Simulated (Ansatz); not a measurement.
# Se on Ta(110): change of the work function, part 2 of 4

Wanted: Δφ(θ) for Se/Ta(110), starting from the hollow site.

Ansatz 0.2.0; plane-wave DFT, PBE, Ansatz PAW.

So far, work function, upper face (eV): step 2 (the clean slab) 4.77.

## (3) Adsorbate added, k-mesh 4×4×1, coverage 0.111 ML

System of this step: Se/Ta(110). The cell holds 37 atoms: 36 Ta and 1 Se. Cell: a = 8.600 Å, b = 8.600 Å, c = 27.460 Å, α = 90.0°, β = 90.0°, γ = 70.5°. Vacuum lies along c.

The clean slab as it ended is repeated in the plane and the adsorbate is set on one face; the cell's size fixes the coverage, and the k-mesh shrinks with it to keep the sampling density about even. Adsorbate and upper layers relax, since the dipole depends on the height.

File input.yaml:

```yaml
crystal:
  lattice:
    - [7.0215703371, -4.965, 0.0]
    - [7.0215703371, 4.965, 0.0]
    - [0.0, 0.0, 27.4604676772]
  atoms:
    - { symbol: Ta, position: [0.0, 0.0, 0.3277438719] }
    - { symbol: Ta, position: [0.1666666667, 0.1666666667, 0.4129763404] }
    - { symbol: Ta, position: [0.0, 0.0, 0.4982961422] }
    - { symbol: Ta, position: [0.1666666667, 0.1666666667, 0.5802085114] }
    - { symbol: Ta, position: [0.0, 0.3333333333, 0.3277438719] }
    - { symbol: Ta, position: [0.1666666667, 0.5, 0.4129763404] }
    - { symbol: Ta, position: [0.0, 0.3333333333, 0.4982961422] }
    - { symbol: Ta, position: [0.1666666667, 0.5, 0.5802085114] }
    - { symbol: Ta, position: [0.0, 0.6666666667, 0.3277438719] }
    - { symbol: Ta, position: [0.1666666667, 0.8333333333, 0.4129763404] }
    - { symbol: Ta, position: [0.0, 0.6666666667, 0.4982961422] }
    - { symbol: Ta, position: [0.1666666667, 0.8333333333, 0.5802085114] }
    - { symbol: Ta, position: [0.3333333333, 0.0, 0.3277438719] }
    - { symbol: Ta, position: [0.5, 0.1666666667, 0.4129763404] }
    - { symbol: Ta, position: [0.3333333333, 0.0, 0.4982961422] }
    - { symbol: Ta, position: [0.5, 0.1666666667, 0.5802085114] }
    - { symbol: Ta, position: [0.3333333333, 0.3333333333, 0.3277438719] }
    - { symbol: Ta, position: [0.5, 0.5, 0.4129763404] }
    - { symbol: Ta, position: [0.3333333333, 0.3333333333, 0.4982961422] }
    - { symbol: Ta, position: [0.5, 0.5, 0.5802085114] }
    - { symbol: Ta, position: [0.3333333333, 0.6666666667, 0.3277438719] }
    - { symbol: Ta, position: [0.5, 0.8333333333, 0.4129763404] }
    - { symbol: Ta, position: [0.3333333333, 0.6666666667, 0.4982961422] }
    - { symbol: Ta, position: [0.5, 0.8333333333, 0.5802085114] }
    - { symbol: Ta, position: [0.6666666667, 0.0, 0.3277438719] }
    - { symbol: Ta, position: [0.8333333333, 0.1666666667, 0.4129763404] }
    - { symbol: Ta, position: [0.6666666667, 0.0, 0.4982961422] }
    - { symbol: Ta, position: [0.8333333333, 0.1666666667, 0.5802085114] }
    - { symbol: Ta, position: [0.6666666667, 0.3333333333, 0.3277438719] }
    - { symbol: Ta, position: [0.8333333333, 0.5, 0.4129763404] }
    - { symbol: Ta, position: [0.6666666667, 0.3333333333, 0.4982961422] }
    - { symbol: Ta, position: [0.8333333333, 0.5, 0.5802085114] }
    - { symbol: Ta, position: [0.6666666667, 0.6666666667, 0.3277438719] }
    - { symbol: Ta, position: [0.8333333333, 0.8333333333, 0.4129763404] }
    - { symbol: Ta, position: [0.6666666667, 0.6666666667, 0.4982961422] }
    - { symbol: Ta, position: [0.8333333333, 0.8333333333, 0.5802085114] }
    - { symbol: Se, position: [0.28, 0.28, 0.6722561281] }
kpoints:
  mp_grid: { grid: [4, 4, 1] }
hamiltonian:
  xc: pbe
scf:
  occupations: { method: fermi_dirac, width: 0.1 }
  convergence: { dr2_threshold: 1.0e-08 }
efield:
  axis: 3
  dipole_correction: true
  ramp_position: 0.97
  ramp_width: 0.06
relax:
  f_tol: 0.02
  max_steps: 60
  constraints:
    - { sites: [0, 1, 4, 5, 8, 9, 12, 13, 16, 17, 20, 21, 24, 25, 28, 29, 32, 33] }
output:
  write_potential: true
  write_density: true
  volumetric_format: npy
```

Launch:

```sh
$ ansatz run input.yaml --threads 4 --pin off --max-ram 16384MiB --backend cpu --events-out ev --progress --plain --runs-dir out
```

Output:

```text
[...]
Crystal: 37 atoms, lattice volume = 1914.659 Å³
Basis set: ecut = 420 eV, 37549 PW (Γ), exchange–correlation on 120×120×384 points (8 copies of the dense FFT grid, shifted against one another)
Bands: 291, of which v1, the nominal top of the filled ones, is band 242 counted from 1 (241 counted from 0)
Symmetry: 2 space group operations
[...]
k-points: 7 of 16 (time reversal used)
[...]
SCF iter   1: F=—  HF=-363012.328082 eV  |F-HF|=—  |Δ(HF+E_count)|=         —  Δρ=6.50e-3  dr2=1.69e1  ethr=1.77e-3  p=-0.094 e·Å  D=-8.93e-3 V/Å  ΔV_dip=0.25 eV  dr2_dipole=3.92e-1  V_vac-E_F(+/−)=5.23/4.98 eV  ⟨swp⟩=13.4  Hψ=11147  notcnv=0
[...]
SCF iter  10: F=-363011.794994 eV  HF=-363011.794994 eV  |F-HF|=1.39e-8  |Δ(HF+E_count)|=   3.81e-8  Δρ=1.70e-7  dr2=1.30e-9  ethr=2.07e-12  p=-0.101 e·Å  D=-9.58e-3 V/Å  ΔV_dip=0.26 eV  dr2_dipole=1.52e-13  V_vac-E_F(+/−)=5.07/4.81 eV  ⟨swp⟩=10.0  Hψ=13677  notcnv=0
SCF 1 converged in 10 iterations: F = -363011.794994 eV  dr2 = 1.30e-9
[...]
relax step   1: F+E_penalty+E_count = -363011.79499371 eV  Δ(F+E_penalty+E_count) = +0.000e0 eV  max|allowed force component| = 3.256e0 eV/Å  Δτ_max = 0.0000 Å  (10 SCF iters, accepted)
[...]
SCF iter   9: F=-363012.639192 eV  HF=-363012.639192 eV  |F-HF|=1.50e-8  |Δ(HF+E_count)|=   7.80e-8  Δρ=3.12e-7  dr2=4.24e-9  ethr=2.07e-12  p=-0.046 e·Å  D=-4.32e-3 V/Å  ΔV_dip=0.12 eV  dr2_dipole=6.67e-11  V_vac-E_F(+/−)=4.93/4.81 eV  ⟨swp⟩=8.9  Hψ=16124  notcnv=0
SCF 2 converged in 9 iterations: F = -363012.639192 eV  dr2 = 4.24e-9
relax step   2: F+E_penalty+E_count = -363012.63919188 eV  Δ(F+E_penalty+E_count) = -8.442e-1 eV  max|allowed force component| = 2.471e0 eV/Å  Δτ_max = 0.1949 Å  (9 SCF iters, accepted)
SCF iter   1: F=—  HF=-363013.078931 eV  |F-HF|=—  |Δ(HF+E_count)|=         —  Δρ=2.00e-3  dr2=2.86e-1  ethr=7.81e-4  p=-0.046 e·Å  D=-4.32e-3 V/Å  ΔV_dip=0.12 eV  dr2_dipole=8.55e-3  V_vac-E_F(+/−)=4.93/4.81 eV  ⟨swp⟩=6.3  Hψ=4014  notcnv=0  defer=7
[...]
SCF iter   9: F=-363013.043765 eV  HF=-363013.043765 eV  |F-HF|=1.48e-8  |Δ(HF+E_count)|=   3.30e-8  Δρ=3.58e-7  dr2=6.89e-9  ethr=2.07e-12  p=-0.000 e·Å  D=-3.21e-5 V/Å  ΔV_dip=0.00 eV  dr2_dipole=7.18e-11  V_vac-E_F(+/−)=4.81/4.81 eV  ⟨swp⟩=10.7  Hψ=15148  notcnv=0
SCF 3 converged in 9 iterations: F = -363013.043765 eV  dr2 = 6.89e-9
relax step   3: F+E_penalty+E_count = -363013.04376526 eV  Δ(F+E_penalty+E_count) = -4.046e-1 eV  max|allowed force component| = 8.232e-1 eV/Å  Δτ_max = 0.1950 Å  (9 SCF iters, accepted)
[...]
relax step   4: F+E_penalty+E_count = -363013.20234811 eV  Δ(F+E_penalty+E_count) = -1.586e-1 eV  max|allowed force component| = 4.816e-1 eV/Å  Δτ_max = 0.1948 Å  (9 SCF iters, accepted)
[...]
relax step   5: F+E_penalty+E_count = -363013.30829161 eV  Δ(F+E_penalty+E_count) = -1.059e-1 eV  max|allowed force component| = 3.415e-1 eV/Å  Δτ_max = 0.1972 Å  (9 SCF iters, accepted)
[...]
relax step   6: F+E_penalty+E_count = -363013.36259556 eV  Δ(F+E_penalty+E_count) = -5.430e-2 eV  max|allowed force component| = 1.596e-1 eV/Å  Δτ_max = 0.2000 Å  (9 SCF iters, accepted)
[...]
relax step   7: F+E_penalty+E_count = -363013.37620716 eV  Δ(F+E_penalty+E_count) = -1.361e-2 eV  max|allowed force component| = 5.339e-2 eV/Å  Δτ_max = 0.1760 Å  (8 SCF iters, accepted)
SCF iter   1: F=—  HF=-363013.377401 eV  |F-HF|=—  |Δ(HF+E_count)|=         —  Δρ=2.87e-4  dr2=3.75e-3  ethr=2.29e-6  p=0.018 e·Å  D=1.72e-3 V/Å  ΔV_dip=-0.05 eV  dr2_dipole=6.34e-5  V_vac-E_F(+/−)=4.76/4.81 eV  ⟨swp⟩=3.0  Hψ=3643  notcnv=0  defer=8
[...]
SCF iter   7: F=-363013.377200 eV  HF=-363013.377199 eV  |F-HF|=1.85e-8  |Δ(HF+E_count)|=   4.70e-8  Δρ=3.35e-7  dr2=4.78e-9  ethr=2.07e-12  p=0.018 e·Å  D=1.71e-3 V/Å  ΔV_dip=-0.05 eV  dr2_dipole=1.62e-10  V_vac-E_F(+/−)=4.76/4.81 eV  ⟨swp⟩=11.0  Hψ=15672  notcnv=0
SCF 8 converged in 7 iterations: F = -363013.377200 eV  dr2 = 4.78e-9
relax step   8: F+E_penalty+E_count = -363013.37719952 eV  Δ(F+E_penalty+E_count) = -9.924e-4 eV  max|allowed force component| = 1.875e-2 eV/Å  Δτ_max = 0.0109 Å  (7 SCF iters, accepted)
NSCF: frozen V_eff on 7 k-points
[...]
SCF converged after 7 iterations
Free energy (F): -363013.377200 eV
[...]
Internal energy: -363011.713490 eV  (E = F + TS)
E sigma→0 (E₀):  -363012.545345 eV
Entropy (-TS):   -1.663709 eV (-44.965 meV/atom)
Fermi energy:    3.480226 eV
Dipole field:    D = 0.001720 V/Å  (p = 0.018199 e·Å, saw-weighted, corrected)
Work function:   Φ+ = 4.7644 eV   Φ− = 4.8117 eV
[...]
--- Forces (eV/Å), atoms counted from 1 ---
  atom   1  Ta     0.01030665     0.00000000     0.37219291
  atom   2  Ta     0.05222917     0.00000000    -0.39006532
  atom   3  Ta     0.00147563     0.00000000     0.00210712
  atom   4  Ta     0.00613110     0.00000000     0.00352357
  atom   5  Ta     0.00482573    -0.02643125     0.42691405
  atom   6  Ta    -0.00032547    -0.02694484    -0.36890213
  atom   7  Ta    -0.00241418     0.00077011     0.00139002
  atom   8  Ta    -0.00100546     0.00786981    -0.01243277
  atom   9  Ta    -0.00004905     0.01955038     0.40832703
  atom  10  Ta     0.00541227    -0.03530203    -0.39216842
  atom  11  Ta     0.00247185    -0.00136845    -0.00120381
  atom  12  Ta    -0.00132262     0.00066390    -0.00053255
  atom  13  Ta     0.00482573     0.02643125     0.42691405
  atom  14  Ta    -0.00032547     0.02694484    -0.36890213
  atom  15  Ta    -0.00241418    -0.00077011     0.00139002
  atom  16  Ta    -0.00100546    -0.00786981    -0.01243277
  atom  17  Ta     0.00001512     0.00000000     0.44028172
  atom  18  Ta    -0.05293835     0.00000000    -0.38989629
  atom  19  Ta     0.00171577     0.00000000     0.00017391
  atom  20  Ta    -0.00331130     0.00000000     0.00267082
  atom  21  Ta    -0.00473950    -0.02630753     0.42732801
  atom  22  Ta    -0.00617396     0.03498445    -0.39129966
  atom  23  Ta    -0.00138287     0.00098571     0.00112263
  atom  24  Ta     0.00423773    -0.00101101    -0.00070990
  atom  25  Ta    -0.00004905    -0.01955038     0.40832703
  atom  26  Ta     0.00541227     0.03530203    -0.39216842
  atom  27  Ta     0.00247185     0.00136845    -0.00120381
  atom  28  Ta    -0.00132262    -0.00066390    -0.00053255
  atom  29  Ta    -0.00473950     0.02630753     0.42732801
  atom  30  Ta    -0.00617396    -0.03498445    -0.39129966
  atom  31  Ta    -0.00138287    -0.00098571     0.00112263
  atom  32  Ta     0.00423773     0.00101101    -0.00070990
  atom  33  Ta    -0.01012751     0.00000000     0.37204665
  atom  34  Ta    -0.00040602     0.00000000    -0.62569473
  atom  35  Ta     0.00034515     0.00000000    -0.00067684
  atom  36  Ta    -0.00285096     0.00000000    -0.00111032
  atom  37  Se    -0.00167348     0.00000000     0.01874849
  max |Σ_I F_I| component: 3.33e-5 eV/Å
--- Band table (eV; the first three rows and the last of 7) ---
  k-point 0: bands = [... 238 lower, 3.3301, 3.3980, 3.4185, 3.4238, 3.4270, 3.4843, 3.5284, 3.6661, ... 45 higher]
  k-point 1: bands = [... 238 lower, 3.3133, 3.3696, 3.3706, 3.4523, 3.5368, 3.5904, 3.6361, 3.6658, ... 45 higher]
  k-point 2: bands = [... 238 lower, 3.3190, 3.3631, 3.3831, 3.4921, 3.5179, 3.5232, 3.5336, 3.5560, ... 45 higher]
  k-point 6: bands = [... 238 lower, 3.2946, 3.3173, 3.3264, 3.4468, 3.4770, 3.4894, 3.4920, 3.5811, ... 45 higher]
--- Relaxed structure (8 steps of the walk, 8 accepted, 0 SCFs on fresh bases) ---
  F+E_penalty+E_count = -363013.37719952 eV   max|allowed force component| = 1.875e-2 eV/Å
  atoms:
    - { symbol: Ta, position: [0.0, 0.0, 0.3277438719] }
    - { symbol: Ta, position: [0.1666666667, 0.1666666667, 0.412976] }
    - { symbol: Ta, position: [0.000512925, 0.000512925, 0.497932] }
    - { symbol: Ta, position: [0.168546, 0.168546, 0.582028] }
    - { symbol: Ta, position: [2.775558e-17, 0.333333, 0.3277438719] }
    - { symbol: Ta, position: [0.1666666667, 0.5, 0.412976] }
    - { symbol: Ta, position: [0.000113826, 0.333012, 0.498762] }
    - { symbol: Ta, position: [0.154650, 0.511977, 0.581530] }
    - { symbol: Ta, position: [5.551115e-17, 0.666667, 0.3277438719] }
    - { symbol: Ta, position: [0.166667, 0.833333, 0.412976] }
    - { symbol: Ta, position: [-0.00195689, 0.668562, 0.497020] }
    - { symbol: Ta, position: [0.165470, 0.837516, 0.580110] }
    - { symbol: Ta, position: [0.333333, 2.775558e-17, 0.3277438719] }
    - { symbol: Ta, position: [0.5, 0.1666666667, 0.412976] }
    - { symbol: Ta, position: [0.333012, 0.000113826, 0.498762] }
    - { symbol: Ta, position: [0.511977, 0.154650, 0.581530] }
    - { symbol: Ta, position: [0.3333333333, 0.3333333333, 0.3277438719] }
    - { symbol: Ta, position: [0.5, 0.5, 0.412976] }
    - { symbol: Ta, position: [0.333317, 0.333317, 0.499556] }
    - { symbol: Ta, position: [0.498052, 0.498052, 0.582033] }
    - { symbol: Ta, position: [0.333333, 0.6666666667, 0.3277438719] }
    - { symbol: Ta, position: [0.5, 0.833333, 0.412976] }
    - { symbol: Ta, position: [0.333634, 0.666552, 0.498762] }
    - { symbol: Ta, position: [0.501115, 0.829092, 0.580114] }
    - { symbol: Ta, position: [0.666667, 5.551115e-17, 0.3277438719] }
    - { symbol: Ta, position: [0.833333, 0.166667, 0.412976] }
    - { symbol: Ta, position: [0.668562, -0.00195689, 0.497020] }
    - { symbol: Ta, position: [0.837516, 0.165470, 0.580110] }
    - { symbol: Ta, position: [0.6666666667, 0.333333, 0.3277438719] }
    - { symbol: Ta, position: [0.833333, 0.5, 0.412976] }
    - { symbol: Ta, position: [0.666552, 0.333634, 0.498762] }
    - { symbol: Ta, position: [0.829092, 0.501115, 0.580114] }
    - { symbol: Ta, position: [0.6666666667, 0.6666666667, 0.3277438719] }
    - { symbol: Ta, position: [0.8333333333, 0.8333333333, 0.412976] }
    - { symbol: Ta, position: [0.666107, 0.666107, 0.497946] }
    - { symbol: Ta, position: [0.833335, 0.833335, 0.579855] }
    - { symbol: Se, position: [0.333384, 0.333384, 0.649229] }
```

It took 26 min on 4 threads of Arm Neoverse V1, shared host; peak memory 10 GiB; 1.7 h of CPU time.

Relaxation path:

| step | energy less that of the first step (eV) | largest force component (eV/Å) |
| --- | --- | --- |
| 1 | 0.0000 | 3.2559 |
| 2 | -0.8442 | 2.4706 |
| 3 | -1.2488 | 0.8232 |
| 4 | -1.4074 | 0.4816 |
| 5 | -1.5133 | 0.3415 |
| 6 | -1.5676 | 0.1596 |
| 7 | -1.5812 | 0.0534 |
| 8 | -1.5822 | 0.0187 |

Forces are held to the 2 operations that the program found; a distortion that breaks them can't arise in this run.

The atoms that moved most (Å):

| atom | dx | dy | dz | length |
| --- | --- | --- | --- | --- |
| Se37 | 0.750 | 0.000 | -0.632 | 0.981 |
| Ta8 | 0.000 | 0.119 | 0.036 | 0.125 |
| Ta16 | 0.000 | -0.119 | 0.036 | 0.125 |
| Ta20 | -0.027 | 0.000 | 0.050 | 0.057 |
| Ta4 | 0.026 | 0.000 | 0.050 | 0.057 |
| Ta27 | 0.000 | -0.019 | -0.035 | 0.040 |
| Ta11 | 0.000 | 0.019 | -0.035 | 0.040 |
| Ta19 | 0.000 | 0.000 | 0.035 | 0.035 |

Final coordinates:

```xyz
37
Lattice="7.0216 -4.9650 0.0000 7.0216 4.9650 0.0000 0.0000 0.0000 27.4605" Properties=species:S:1:pos:R:3
Ta    0.0000    0.0000    9.0000
Ta    2.3405    0.0000   11.3405
Ta    0.0072    0.0000   13.6734
Ta    2.3669    0.0000   15.9828
Ta    2.3405    1.6550    9.0000
Ta    4.6810    1.6550   11.3405
Ta    2.3391    1.6528   13.6962
Ta    4.6808    1.7741   15.9691
Ta    4.6810    3.3100    9.0000
Ta    7.0216    3.3100   11.3405
Ta    4.6806    3.3291   13.6484
Ta    7.0425    3.3367   15.9301
Ta    2.3405   -1.6550    9.0000
Ta    4.6810   -1.6550   11.3405
Ta    2.3391   -1.6528   13.6962
Ta    4.6808   -1.7741   15.9691
Ta    4.6810    0.0000    9.0000
Ta    7.0216    0.0000   11.3405
Ta    4.6808    0.0000   13.7180
Ta    6.9942    0.0000   15.9829
Ta    7.0216    1.6550    9.0000
Ta    9.3621    1.6550   11.3405
Ta    7.0229    1.6529   13.6962
Ta    9.3401    1.6284   15.9302
Ta    4.6810   -3.3100    9.0000
Ta    7.0216   -3.3100   11.3405
Ta    4.6806   -3.3291   13.6484
Ta    7.0425   -3.3367   15.9301
Ta    7.0216   -1.6550    9.0000
Ta    9.3621   -1.6550   11.3405
Ta    7.0229   -1.6529   13.6962
Ta    9.3401   -1.6284   15.9302
Ta    9.3621    0.0000    9.0000
Ta   11.7026    0.0000   11.3405
Ta    9.3542    0.0000   13.6738
Ta   11.7026    0.0000   15.9231
Se    4.6818    0.0000   17.8281
```

Read from the output:

- energy at zero smearing: -363012.5453 eV
- work function, upper face: 4.764 eV
- work function, lower face: 4.812 eV
- dipole along the normal: 0.01820 e·Å
- step between the vacuum levels: -0.04723 eV

Running mean over 2.341 Å of the planar mean; the ramp of the sawtooth is left out. The electron's electrostatic potential energy less the Fermi level by z:

```csv
z (Å),electron's electrostatic potential energy less the Fermi level (eV)
3.5,4.81
4.0,4.81
4.5,4.81
5.0,4.79
5.5,4.75
6.0,4.62
6.5,4.20
7.0,2.97
7.5,-0.254
8.0,-5.20
8.5,-8.89
9.0,-10.1
9.5,-10.1
10.0,-10.0
10.5,-10.00
11.0,-9.98
11.5,-9.98
12.0,-9.96
12.5,-9.95
13.0,-9.95
13.5,-9.99
14.0,-10.2
14.5,-10.6
15.0,-10.7
15.5,-10.5
16.0,-10.2
16.5,-8.97
17.0,-5.29
17.5,-0.621
18.0,2.31
18.5,3.54
19.0,4.14
19.5,4.50
20.0,4.70
20.5,4.75
21.0,4.76
21.5,4.76
22.0,4.76
22.5,4.76
23.0,4.76
23.5,4.76
24.0,4.76
```

The relaxation took 8 steps and lowered the energy by 1.6 eV; the largest force on the free atoms ends at 0.019 eV/Å.

The covered face has 4.76 eV, -0.00 eV against the clean one; the bare back face has moved by -0.01 eV, a measure of how thin the slab is.

(Part 2 of 4 ends here.)

[Long decimals in the printed logs are rounded to 6 places.]

[Logs are printed without paths, hosts, clocks, repeated set-up lines and the standing remarks that a program may print on its own settings, such as how far it seeks lower states.]

[Hosts, paths, dates, database ids (printed as entryN), source tags and the programs' standing remarks are cut or masked in the printed files.]

[Maps of the electrostatic potential energy from Ansatz leave out the sawtooth potential of an applied field or a dipole correction, so their vacuum need not be flat; planar profiles and work functions include it.]
